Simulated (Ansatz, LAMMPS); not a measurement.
# Elastic response of amorphous 43Bi2O3-57BaO (mol %) (99 atoms), part 2 of 3

Aim: relax amorphous 43Bi2O3-57BaO (mol %) (99 atoms), then change its volume and shape to read moduli from the stress.

Ansatz 0.2.0; Kohn-Sham DFT, PBE, PAW (set soft_2), plane waves.

The cell: 26 Bi, 17 Ba and 56 O. The quench rate of 50 K/ps far exceeds what a furnace or splat quench reaches. The starting topology of bonds comes from the classical model. The Brillouin zone is sampled at Γ only. No spin–orbit coupling is included.

So far. Step 2 (Single point at the start): The r.m.s. force at the start is 0.53 eV/Å.

**3. Cell and atoms relaxed**

Cell and atoms are freed together, to release stress as well as forces.

The input, input.yaml:

```yaml
crystal:
  lattice:
    - [12.20614, 0.0, 0.0]
    - [0.0, 12.20614, 0.0]
    - [0.0, 0.0, 12.20614]
  atoms:
    [... the 99 atom lines of step 2 ...]
kpoints:
  mp_grid: { grid: [1, 1, 1] }
hamiltonian:
  xc: pbe
scf:
  occupations: { method: gaussian, width: 0.025 }
output:
  forces: true
relax:
  f_tol: 0.05
  max_steps: 150
  cell: {}
```

Command:

```bash
$ ansatz run input.yaml --threads 8 --pin off --max-ram 15872MiB --backend cpu --events-out ev --progress --plain --runs-dir out
```

Numbers of over 12 decimals in the logs are rounded to 6 here.

Log:

```text
[...]
Crystal: 99 atoms, lattice volume = 1818.591 Å³
Basis set: ecut = 420 eV, 35585 PW (Γ), exchange–correlation on 180×180×180 points (8 copies of the dense FFT grid, shifted against one another)
Bands: 547, of which v1, the nominal top of the filled ones, is band 448 counted from 1 (447 counted from 0)
Symmetry: 1 space group operations
[...]
k-points: 1
[...]
SCF iter   1: F=—  HF=-455239.295409 eV  |F-HF|=—  |Δ(HF+E_count)|=         —  Δρ=3.55e-3  dr2=3.32e-1  ethr=1.77e-3  ⟨swp⟩=6.0  Hψ=2301  notcnv=0  defer=63
[...]
SCF iter  12: F=-455239.268725 eV  HF=-455239.268725 eV  |F-HF|=4.52e-8  |Δ(HF+E_count)|=   5.11e-8  Δρ=1.87e-6  dr2=7.03e-8  ethr=1.12e-11  ⟨swp⟩=4.0  Hψ=1324  notcnv=0
SCF 1 converged in 12 iterations: F = -455239.268725 eV  dr2 = 7.03e-8
[...]
relax step   1: F+E_penalty+E_count = -455239.26872527 eV  Δ(F+E_penalty+E_count) = +0.000e0 eV  max|allowed force component| = 1.379e0 eV/Å  Δτ_max = 0.0000 Å  P = +4.640 GPa  Ω = 1818.591 Å³  (12 SCF iters, dr2 threshold 1.00e-7 eV, accepted)
[... from here on, the SCF cycles and remarks between the steps are left out ...]
relax step   2: F+E_penalty+E_count = -455244.18494994 eV  Δ(F+E_penalty+E_count) = -4.916e0 eV  max|allowed force component| = 8.420e-1 eV/Å  Δτ_max = 0.1976 Å  P = -1.522 GPa  Ω = 1913.128 Å³  energy of the carried Pulay correction = -2.222e-1 eV  (10 SCF iters, dr2 threshold 9.90e-6 eV, accepted)
relax step   3: F+E_penalty+E_count = -455245.67302601 eV  Δ(F+E_penalty+E_count) = -1.488e0 eV  max|allowed force component| = 8.457e-1 eV/Å  Δτ_max = 0.1968 Å  P = -0.636 GPa  Ω = 1889.693 Å³  energy of the carried Pulay correction = -1.682e-1 eV  (10 SCF iters, dr2 threshold 9.90e-6 eV, accepted)
relax step   4: F+E_penalty+E_count = -455247.65448832 eV  Δ(F+E_penalty+E_count) = -1.981e0 eV  max|allowed force component| = 7.009e-1 eV/Å  Δτ_max = 0.2000 Å  P = -0.401 GPa  Ω = 1903.662 Å³  energy of the carried Pulay correction = -2.004e-1 eV  (10 SCF iters, dr2 threshold 9.90e-6 eV, accepted)
relax step   5: F+E_penalty+E_count = -455248.79290885 eV  Δ(F+E_penalty+E_count) = -1.138e0 eV  max|allowed force component| = 6.942e-1 eV/Å  Δτ_max = 0.2000 Å  P = -0.174 GPa  Ω = 1914.383 Å³  energy of the carried Pulay correction = -2.250e-1 eV  (9 SCF iters, dr2 threshold 9.90e-6 eV, accepted)
relax step   6: F+E_penalty+E_count = -455249.72972233 eV  Δ(F+E_penalty+E_count) = -9.368e-1 eV  max|allowed force component| = 4.300e-1 eV/Å  Δτ_max = 0.1956 Å  P = +0.392 GPa  Ω = 1924.546 Å³  energy of the carried Pulay correction = -2.482e-1 eV  (9 SCF iters, dr2 threshold 9.90e-6 eV, accepted)
relax step   7: F+E_penalty+E_count = -455250.42540203 eV  Δ(F+E_penalty+E_count) = -6.957e-1 eV  max|allowed force component| = 3.886e-1 eV/Å  Δτ_max = 0.2000 Å  P = +0.345 GPa  Ω = 1935.892 Å³  energy of the carried Pulay correction = -2.740e-1 eV  (9 SCF iters, dr2 threshold 9.90e-6 eV, accepted)
relax step   8: F+E_penalty+E_count = -455251.06778409 eV  Δ(F+E_penalty+E_count) = -6.424e-1 eV  max|allowed force component| = 5.684e-1 eV/Å  Δτ_max = 0.1940 Å  P = +0.062 GPa  Ω = 1954.544 Å³  energy of the carried Pulay correction = -3.160e-1 eV  (9 SCF iters, dr2 threshold 9.44e-6 eV, accepted)
relax step   9: F+E_penalty+E_count = -455251.64481149 eV  Δ(F+E_penalty+E_count) = -5.770e-1 eV  max|allowed force component| = 3.740e-1 eV/Å  Δτ_max = 0.2000 Å  P = +0.035 GPa  Ω = 1964.035 Å³  energy of the carried Pulay correction = -3.372e-1 eV  (9 SCF iters, dr2 threshold 9.90e-6 eV, accepted)
relax step  10: F+E_penalty+E_count = -455252.07375086 eV  Δ(F+E_penalty+E_count) = -4.289e-1 eV  max|allowed force component| = 1.895e-1 eV/Å  Δτ_max = 0.1946 Å  P = +0.006 GPa  Ω = 1973.174 Å³  energy of the carried Pulay correction = -3.575e-1 eV  (9 SCF iters, dr2 threshold 8.74e-6 eV, accepted)
relax step  11: F+E_penalty+E_count = -455252.37670472 eV  Δ(F+E_penalty+E_count) = -3.030e-1 eV  max|allowed force component| = 1.638e-1 eV/Å  Δτ_max = 0.2000 Å  P = +0.014 GPa  Ω = 1977.255 Å³  energy of the carried Pulay correction = -3.666e-1 eV  (10 SCF iters, dr2 threshold 2.24e-6 eV, accepted)
relax step  12: F+E_penalty+E_count = -455252.58981900 eV  Δ(F+E_penalty+E_count) = -2.131e-1 eV  max|allowed force component| = 2.095e-1 eV/Å  Δτ_max = 0.1925 Å  P = -0.008 GPa  Ω = 1982.305 Å³  energy of the carried Pulay correction = -3.778e-1 eV  (10 SCF iters, dr2 threshold 1.68e-6 eV, accepted)
relax step  13: F+E_penalty+E_count = -455252.73355988 eV  Δ(F+E_penalty+E_count) = -1.437e-1 eV  max|allowed force component| = 1.917e-1 eV/Å  Δτ_max = 0.1948 Å  P = +0.042 GPa  Ω = 1983.657 Å³  energy of the carried Pulay correction = -3.807e-1 eV  (9 SCF iters, dr2 threshold 2.74e-6 eV, accepted)
relax step  14: F+E_penalty+E_count = -455252.88509377 eV  Δ(F+E_penalty+E_count) = -1.515e-1 eV  max|allowed force component| = 1.980e-1 eV/Å  Δτ_max = 0.1931 Å  P = +0.005 GPa  Ω = 1986.174 Å³  energy of the carried Pulay correction = -3.863e-1 eV  (9 SCF iters, dr2 threshold 2.30e-6 eV, accepted)
[...]
relax step  67: F+E_penalty+E_count = -455254.78605368 eV  Δ(F+E_penalty+E_count) = +1.178e-1 eV  max|allowed force component| = 2.823e-1 eV/Å  Δτ_max = 0.2000 Å  P = +0.181 GPa  Ω = 2063.801 Å³  energy of the carried Pulay correction = -5.540e-1 eV  (11 SCF iters, dr2 threshold 6.44e-7 eV, rejected (line search))
relax step  68: F+E_penalty+E_count = -455254.91912331 eV  Δ(F+E_penalty+E_count) = -1.523e-2 eV  max|allowed force component| = 4.950e-2 eV/Å  Δτ_max = 0.0427 Å  P = +0.003 GPa  Ω = 2074.536 Å³  energy of the carried Pulay correction = -5.767e-1 eV  (15 SCF iters, accepted)
relax step  69: F+E_penalty+E_count = -455256.23998523 eV  Δ(F+E_penalty+E_count) = -1.321e0 eV  max|allowed force component| = 5.189e-2 eV/Å  Δτ_max = 0.0000 Å  P = +0.902 GPa  Ω = 2074.536 Å³  stress off target by 1.38e0 GPa  SCF on the basis re-selected at this cell (its energy is not comparable with the rows above)  (11 SCF iters)
relax step  70: F+E_penalty+E_count = -455256.33530097 eV  Δ(F+E_penalty+E_count) = -9.532e-2 eV  max|allowed force component| = 1.345e-1 eV/Å  Δτ_max = 0.1000 Å  P = +0.373 GPa  Ω = 2114.161 Å³  energy of the carried Pulay correction = -9.150e-2 eV  (9 SCF iters, dr2 threshold 4.74e-6 eV, accepted)
relax step  71: F+E_penalty+E_count = -455256.31643864 eV  Δ(F+E_penalty+E_count) = +1.886e-2 eV  max|allowed force component| = 1.216e-1 eV/Å  Δτ_max = 0.0603 Å  P = -0.059 GPa  Ω = 2140.237 Å³  energy of the carried Pulay correction = -1.597e-1 eV  (9 SCF iters, dr2 threshold 1.13e-6 eV, accepted)
relax step  72: F+E_penalty+E_count = -455256.25708203 eV  Δ(F+E_penalty+E_count) = +5.936e-2 eV  max|allowed force component| = 2.600e-1 eV/Å  Δτ_max = 0.2000 Å  P = +0.022 GPa  Ω = 2147.126 Å³  energy of the carried Pulay correction = -1.789e-1 eV  (10 SCF iters, dr2 threshold 9.25e-7 eV, rejected (line search))
relax step  73: F+E_penalty+E_count = -455256.32444157 eV  Δ(F+E_penalty+E_count) = -8.003e-3 eV  max|allowed force component| = 6.707e-2 eV/Å  Δτ_max = 0.0914 Å  P = -0.034 GPa  Ω = 2148.405 Å³  energy of the carried Pulay correction = -1.824e-1 eV  (13 SCF iters, accepted)
relax step  74: F+E_penalty+E_count = -455256.30104441 eV  Δ(F+E_penalty+E_count) = +2.340e-2 eV  max|allowed force component| = 1.901e-1 eV/Å  Δτ_max = 0.1000 Å  P = +0.027 GPa  Ω = 2150.975 Å³  energy of the carried Pulay correction = -1.897e-1 eV  (10 SCF iters, dr2 threshold 2.81e-7 eV, rejected (line search))
relax step  75: F+E_penalty+E_count = -455256.32837709 eV  Δ(F+E_penalty+E_count) = -3.936e-3 eV  max|allowed force component| = 3.297e-2 eV/Å  Δτ_max = 0.0479 Å  P = +0.005 GPa  Ω = 2150.804 Å³  energy of the carried Pulay correction = -1.892e-1 eV  (13 SCF iters, accepted)
relax step  76: F+E_penalty+E_count = -455256.53329746 eV  Δ(F+E_penalty+E_count) = -2.049e-1 eV  max|allowed force component| = 3.272e-2 eV/Å  Δτ_max = 0.0000 Å  P = +0.034 GPa  Ω = 2150.804 Å³  stress off target by 1.14e-1 GPa  SCF on the basis re-selected at this cell (its energy is not comparable with the rows above)  (9 SCF iters)
relax step  77: F+E_penalty+E_count = -455256.52185907 eV  Δ(F+E_penalty+E_count) = +1.144e-2 eV  max|allowed force component| = 6.410e-2 eV/Å  Δτ_max = 0.0500 Å  P = -0.011 GPa  Ω = 2155.851 Å³  energy of the carried Pulay correction = -1.070e-2 eV  (11 SCF iters, dr2 threshold 3.25e-8 eV, rejected (line search))
relax step  78: F+E_penalty+E_count = -455256.53073282 eV  Δ(F+E_penalty+E_count) = +2.565e-3 eV  max|allowed force component| = 3.058e-2 eV/Å  Δτ_max = 0.0243 Å  P = -0.002 GPa  Ω = 2154.713 Å³  energy of the carried Pulay correction = -8.260e-3 eV  (13 SCF iters, accepted)
relax step  79: F+E_penalty+E_count = -455256.53879780 eV  Δ(F+E_penalty+E_count) = -8.065e-3 eV  max|allowed force component| = 3.059e-2 eV/Å  Δτ_max = 0.0000 Å  P = -0.001 GPa  Ω = 2154.713 Å³  stress off target by 1.66e-2 GPa  SCF on the basis re-selected at this cell (its energy is not comparable with the rows above)  (6 SCF iters)
[...]
SCF converged after 6 iterations
Free energy (F): -455256.538798 eV
[...]
Internal energy: -455256.538798 eV  (E = F + TS)
E sigma→0 (E₀):  -455256.538798 eV
Fermi energy:    8.019238 eV
[...]
--- Forces (eV/Å), atoms counted from 1 ---
  atom   1  Bi     0.00458827    -0.00050844     0.00450995
  atom   2  Bi    -0.00435682     0.00473982     0.00751601
  atom   3  Bi    -0.00405920    -0.00148193     0.00165576
  atom   4  Bi     0.00382412    -0.00520083     0.00622067
  atom   5  Bi     0.00633902     0.00259936    -0.00464929
  atom   6  Bi     0.01226167    -0.00157793    -0.00295409
  atom   7  Bi    -0.00150477    -0.00808611    -0.00413133
  atom   8  Bi    -0.00158293    -0.00351762     0.00330241
  atom   9  Bi     0.00174344     0.00158169    -0.00271504
  atom  10  Bi     0.00008100     0.00567347    -0.00128156
  atom  11  Bi    -0.00271524     0.00339723     0.00241629
  atom  12  Bi    -0.00490306    -0.00187883     0.00029377
  atom  13  Bi    -0.00033028     0.00528140     0.00413205
  atom  14  Bi     0.00249146     0.00288116     0.00944719
[...]
atom  98  O      0.00101038    -0.00301620    -0.00520802
  atom  99  O      0.00140918     0.00248153    -0.00064241
  max |Σ_I F_I| component: 3.13e-6 eV/Å
--- Stress (GPa, compression-positive) ---
        0.003667       0.001080       0.010370
        0.001080      -0.006125       0.010669
        0.010370       0.010669      -0.001415
  P = ⅓ Tr σ = -0.0013 GPa (-0.013 kbar)
--- Relaxed structure (76 steps of the walk, 67 accepted, 3 SCFs on fresh bases) ---
  F+E_penalty+E_count = -455256.53879780 eV   max|allowed force component| = 3.059e-2 eV/Å   (the final SCF, on the basis selected at the relaxed cell)
  cell:  # Å, volume = 2154.7127 Å³
    - [12.804672, -0.077250, 0.513104]
    - [-0.077250, 12.705694, 0.032590]
    - [0.513104, 0.032590, 13.265249]
  atoms:
    - { symbol: Bi, position: [0.094602, 0.407595, 0.910810] }
    - { symbol: Bi, position: [0.131884, 0.981845, 0.723787] }
    - { symbol: Bi, position: [0.144030, 0.309671, 0.205818] }
    - { symbol: Bi, position: [0.283197, 0.619637, 0.921576] }
[...]
- { symbol: O, position: [0.678031, 0.992445, 0.820783] }
```

Wall time 28 min (8 threads of Arm Neoverse V1, shared host); peak memory 3.3 GiB.

The relaxation converged after 76 steps, with a largest force component of 0.031 eV/Å.

**4. Single point at the relaxed geometry**

The electronic structure is read at the final geometry, in a run of its own.

The input, input.yaml:

```yaml
crystal:
  lattice:
    - [12.80467, -0.07725, 0.5131]
    - [-0.07725, 12.70569, 0.03259]
    - [0.5131, 0.03259, 13.26525]
  atoms:
    - { symbol: Bi, position: [0.0946, 0.4076, 0.91081] }
    - { symbol: Bi, position: [0.13188, 0.98185, 0.72379] }
    - { symbol: Bi, position: [0.14403, 0.30967, 0.20582] }
    - { symbol: Bi, position: [0.2832, 0.61964, 0.92158] }
    - { symbol: Bi, position: [0.86832, 0.70939, 0.54309] }
    - { symbol: Bi, position: [0.67468, 0.19593, 0.72711] }
    [... 87 atom lines left out ...]
    - { symbol: O, position: [0.76602, 0.37827, 0.35527] }
    - { symbol: O, position: [0.62361, 0.0815, 0.62291] }
    - { symbol: O, position: [0.46681, 0.34254, 0.11064] }
    - { symbol: O, position: [0.84816, 0.75807, 0.39685] }
    - { symbol: O, position: [0.07434, 0.83742, 0.79613] }
    - { symbol: O, position: [0.67803, 0.99244, 0.82078] }
kpoints:
  mp_grid: { grid: [1, 1, 1] }
hamiltonian:
  xc: pbe
scf:
  occupations: { method: gaussian, width: 0.025 }
output:
  forces: true
  stress: true
  populations: true
  dos:
    method: { smearing: { sigma: 0.15 } }
    de: 0.1
    projected: { site_lists: { Ba: [Ba], Bi: [Bi], O: [O] } }
  eigenvalues: true
  write_density: true
  write_potential: true
  volumetric_format: npy
```

Log:

```text
[...]
Crystal: 99 atoms, lattice volume = 2154.712 Å³
Basis set: ecut = 420 eV, 42113 PW (Γ), exchange–correlation on 180×180×180 points (8 copies of the dense FFT grid, shifted against one another)
Bands: 547, of which v1, the nominal top of the filled ones, is band 448 counted from 1 (447 counted from 0)
Symmetry: 1 space group operations
[...]
k-points: 1
[...]
SCF iter   1: F=—  HF=-455256.562865 eV  |F-HF|=—  |Δ(HF+E_count)|=         —  Δρ=2.96e-3  dr2=2.78e-1  ethr=1.77e-3  ⟨swp⟩=6.0  Hψ=2335  notcnv=0  defer=55
[...]
SCF iter  11: F=-455256.538801 eV  HF=-455256.538801 eV  |F-HF|=1.16e-10  |Δ(HF+E_count)|=   2.40e-7  Δρ=1.60e-6  dr2=6.14e-8  ethr=1.12e-11  ⟨swp⟩=16.0  Hψ=4644  notcnv=0
SCF 1 converged in 11 iterations: F = -455256.538801 eV  dr2 = 6.14e-8
[...]
SCF converged after 11 iterations
Free energy (F): -455256.538801 eV
[...]
Internal energy: -455256.538801 eV  (E = F + TS)
E sigma→0 (E₀):  -455256.538801 eV
Fermi energy:    8.019229 eV
[...]
--- Forces (eV/Å), atoms counted from 1 ---
  atom   1  Bi     0.00490229    -0.00088642     0.00437383
  atom   2  Bi    -0.00480320     0.00373464     0.00643631
  atom   3  Bi    -0.00375584    -0.00106647     0.00127774
  atom   4  Bi     0.00288492    -0.00569807     0.00588284
  atom   5  Bi     0.00577171     0.00214553    -0.00412932
  atom   6  Bi     0.01211771    -0.00181017    -0.00220595
  atom   7  Bi    -0.00072563    -0.00842350    -0.00457535
  atom   8  Bi    -0.00099588    -0.00306998     0.00395155
  atom   9  Bi     0.00137905     0.00130161    -0.00246442
  atom  10  Bi     0.00011009     0.00626259    -0.00035320
  atom  11  Bi    -0.00413652     0.00334492     0.00198517
  atom  12  Bi    -0.00523180    -0.00108056    -0.00042849
  atom  13  Bi    -0.00103775     0.00502428     0.00512988
  atom  14  Bi     0.00105840     0.00232697     0.00822767
[...]
atom  98  O      0.00102103    -0.00222633    -0.00504349
  atom  99  O      0.00106052     0.00246311    -0.00045675
  max |Σ_I F_I| component: 9.98e-5 eV/Å
--- Stress (GPa, compression-positive) ---
        0.004426       0.000883       0.010592
        0.000883      -0.005710       0.010405
        0.010592       0.010405      -0.000350
  P = ⅓ Tr σ = -0.0005 GPa (-0.005 kbar)
--- Band table (eV) ---
[...]
--- Löwdin populations: 99 sites ---
  site symbol       q [e]
     0     Bi     13.6835
     1     Bi     13.7755
     2     Bi     13.7176
[...]
98      O      6.9606
  spilling = 0.009252 (of n_electrons = 896.000000)
```

Run time: 34 s. Hardware: 8 threads; peak memory 3.3 GiB; 4.3 min of CPU time.

Read from the output:

| Property | Result |
| --- | --- |
| free energy | -455256.5388 eV |
| free energy per atom | -4598.5509 eV/atom |
| SCF cycles | 11 |
| pressure | -0.0005445 GPa |
| r.m.s. force component | 0.00478 eV/Å |
| longest force | 0.03278 eV/Å |
| Fermi energy | 8.019 eV |
| gap (highest filled to lowest empty level) | 2.327 eV |
| spilling of the projection | 0.009252 |

**5. Volume -3 %**

The relaxed cell is scaled evenly and the atoms are relaxed again; the stress at the end gives one point of P(V).

input.yaml, the sections that differ from step 4:

```yaml
crystal:
  lattice:
    - [12.67532, -0.07647, 0.50792]
    - [-0.07647, 12.57734, 0.03226]
    - [0.50792, 0.03226, 13.13125]
  atoms:
    [... the 99 atom lines of step 4 ...]
output:
  forces: true
  eigenvalues: true
  stress: true
relax:
  f_tol: 0.05
  max_steps: 70
# kpoints, hamiltonian, scf: as in step 4
```

Log:

```text
Warning: output.stress: scf.convergence.dr2_threshold = 1e-7 eV (the SCF's general default) is looser than the 9.9e-9 eV advised for a printed stress (1e-10 eV for each atom of the cell: 99). What an SCF threshold leaves in a stress goes as its square root, and in the free energy as the threshold itself, and one threshold admits the most on a small cell: [...]
[...]
Crystal: 99 atoms, lattice volume = 2090.070 Å³
Basis set: ecut = 420 eV, 40821 PW (Γ), exchange–correlation on 180×180×180 points (8 copies of the dense FFT grid, shifted against one another)
Bands: 547, of which v1, the nominal top of the filled ones, is band 448 counted from 1 (447 counted from 0)
Symmetry: 1 space group operations
[...]
k-points: 1
[...]
SCF iter   1: F=—  HF=-455256.073226 eV  |F-HF|=—  |Δ(HF+E_count)|=         —  Δρ=3.03e-3  dr2=2.80e-1  ethr=1.77e-3  ⟨swp⟩=6.0  Hψ=2336  notcnv=0  defer=58
[...]
SCF iter   7: F=—  HF=-455256.049290 eV  |F-HF|=—  |Δ(HF+E_count)|=   1.19e-4  Δρ=5.09e-5  dr2=6.13e-5  ethr=1.24e-8  ⟨swp⟩=2.0  Hψ=752  notcnv=0  defer=91
SCF iter   8: F=-455256.049312 eV  HF=-455256.049308 eV  |F-HF|=4.40e-6  |Δ(HF+E_count)|=   1.79e-5  Δρ=1.21e-5  dr2=3.88e-6  ethr=6.85e-9  ⟨swp⟩=11.0  Hψ=2888  notcnv=0
SCF 1 converged in 8 iterations: F = -455256.049312 eV  dr2 = 3.88e-6
[...]
relax step   1: F+E_penalty+E_count = -455256.04931236 eV  Δ(F+E_penalty+E_count) = +0.000e0 eV  max|allowed force component| = 5.780e-1 eV/Å  Δτ_max = 0.0000 Å  (8 SCF iters, dr2 threshold 6.25e-5 eV, accepted)
[...]
relax step   2: F+E_penalty+E_count = -455255.95382299 eV  Δ(F+E_penalty+E_count) = +9.549e-2 eV  max|allowed force component| = 4.654e-1 eV/Å  Δτ_max = 0.1728 Å  (8 SCF iters, dr2 threshold 2.09e-5 eV, rejected (line search))
[...]
relax step   3: F+E_penalty+E_count = -455256.34448516 eV  Δ(F+E_penalty+E_count) = -2.952e-1 eV  max|allowed force component| = 1.047e-1 eV/Å  Δτ_max = 0.0862 Å  (11 SCF iters, accepted)
relax step   4: F+E_penalty+E_count = -455256.36561761 eV  Δ(F+E_penalty+E_count) = -2.113e-2 eV  max|allowed force component| = 1.858e-1 eV/Å  Δτ_max = 0.1000 Å  (11 SCF iters, accepted)
relax step   5: F+E_penalty+E_count = -455256.38622477 eV  Δ(F+E_penalty+E_count) = -2.061e-2 eV  max|allowed force component| = 5.583e-2 eV/Å  Δτ_max = 0.0576 Å  (10 SCF iters, accepted)
relax step   6: F+E_penalty+E_count = -455256.34244336 eV  Δ(F+E_penalty+E_count) = +4.378e-2 eV  max|allowed force component| = 1.625e-1 eV/Å  Δτ_max = 0.2000 Å  (11 SCF iters, rejected (line search))
[...]
relax step   7: F+E_penalty+E_count = -455256.39467908 eV  Δ(F+E_penalty+E_count) = -8.454e-3 eV  max|allowed force component| = 2.743e-2 eV/Å  Δτ_max = 0.0477 Å  (11 SCF iters, accepted)
SCF converged after 11 iterations
Free energy (F): -455256.394679 eV
[...]
Internal energy: -455256.394679 eV  (E = F + TS)
E sigma→0 (E₀):  -455256.394679 eV
Fermi energy:    8.390300 eV
[...]
Σ components = -455256.394679   (vs F -455256.394679, Δ=0.00e0)
--- Forces (eV/Å), atoms counted from 1 ---
  atom   1  Bi     0.01661578     0.00041916     0.00655726
  atom   2  Bi    -0.00669294    -0.00820175     0.00294499
  atom   3  Bi     0.00231687    -0.00772841    -0.00132212
  atom   4  Bi    -0.01196223     0.01326365     0.00089158
[...]
atom  99  O     -0.01093421     0.02214160    -0.00706326
  max |Σ_I F_I| component: 8.21e-5 eV/Å
--- Stress (GPa, compression-positive) ---
        0.722384       0.045045       0.015250
        0.045045       0.704634      -0.009824
        0.015250      -0.009824       0.785197
  P = ⅓ Tr σ = 0.7374 GPa (7.374 kbar)
--- Band table (eV) ---
[...]
--- Relaxed structure (7 steps of the walk, 5 accepted, 0 SCFs on fresh bases) ---
  F+E_penalty+E_count = -455256.39467908 eV   max|allowed force component| = 2.743e-2 eV/Å
  atoms:
    - { symbol: Bi, position: [0.093868, 0.408513, 0.910481] }
    - { symbol: Bi, position: [0.134625, 0.981699, 0.720441] }
    - { symbol: Bi, position: [0.141406, 0.311917, 0.206989] }
    - { symbol: Bi, position: [0.286415, 0.618374, 0.919479] }
[...]
- { symbol: O, position: [0.674557, 0.983925, 0.821441] }
```

Run time: 3.1 min. Hardware: 8 threads; peak memory 3.2 GiB.

The program notes that the SCF threshold is loose for the stress.

The relaxation converged after 7 steps, 0.345 eV below its start, with a largest force component of 0.027 eV/Å.

Volume -3 %: the energy stands 0.144 eV above that of the reference, at a pressure of 0.737 GPa.

**6. Volume +3 %**

The relaxed cell is scaled to another volume.

Input and log are left out; they have the form of those shown for this kind of step.

Wall time 2.2 min (8 threads of Arm Neoverse V1, shared host); peak memory 3.4 GiB.

The relaxation converged after 5 steps, 0.313 eV below its start, with a largest force component of 0.043 eV/Å.

Volume +3 %: the energy stands 0.121 eV above that of the reference, at a pressure of -0.610 GPa.

(Continued in part 3 of 3.)

[Logs are printed without paths, hosts, clocks, repeated set-up lines and the standing remarks that a program may print on its own settings, such as how far it seeks lower states.]

[Hosts, paths, dates, database ids (printed as entryN), source tags and the programs' standing remarks are cut or masked in the printed files.]
